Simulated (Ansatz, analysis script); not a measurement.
MnAu: anisotropy, cost against accuracy. The structure is tetragonal, space group P4/mmm (No. 123). Conventional cell: a = 3.189 Å, b = 3.189 Å, c = 3.310 Å, α = 90.00°, β = 90.00°, γ = 90.00°. Nearest to Mn lie 8 Au at 2.80 Å. Au has 8 Mn at 2.80 Å nearest. Farther neighbours are not listed. The calculation used PBEsol, PAW set soft_1 (files made for PBE); spinors with self-consistent spin–orbit coupling, one run a direction (and 2 further levels or steps) in Ansatz 0.2.0 and analysis script 1, with cutoff 420 eV, 21×21×20 k-mesh, Fermi-Dirac occupations, smearing width 0.1 eV, starting moments 3.95 0 μB in one of its runs. The easy direction among those tried, spin–orbit part is [001] and the hardest less easiest direction, mesh 21x21x20 is 0.175 meV a cell of 2 atoms. The orbital moment of Mn no. 1 along its axis, moments [001] is -0.0112 μB. The easy direction among those tried is [001], by 0.175 meV a cell against the hardest one tried, on the mesh 21x21x20. The meshes agree on the spin–orbit part's easy direction. The size of the anisotropy is not settled between the levels. All of this holds for the ferromagnetic order, the only one run; whether the real compound orders so is not tested. In doubt: the program's search for lower states was switched off, so a lower magnetic state than those reached may exist.

```xyz
2
Lattice="3.1887 0.0000 0.0000 0.0000 3.1887 0.0000 0.0000 0.0000 3.3099" Properties=species:S:1:pos:R:3 pbc="T T T"
Mn    1.5944    1.5944    1.6549
Au    0.0000    0.0000    0.0000
```

[Logs and program files are shortened in this print: banners, set-up blocks, solver, clock and traceback lines can be left out without a mark of their own.]

[Logs are printed without paths, hosts, clocks, repeated set-up lines and the standing remarks that a program may print on its own settings, such as how far it seeks lower states.]

[Hosts, paths, dates, database ids (printed as entryN), source tags and the programs' standing remarks are cut or masked in the printed files.]
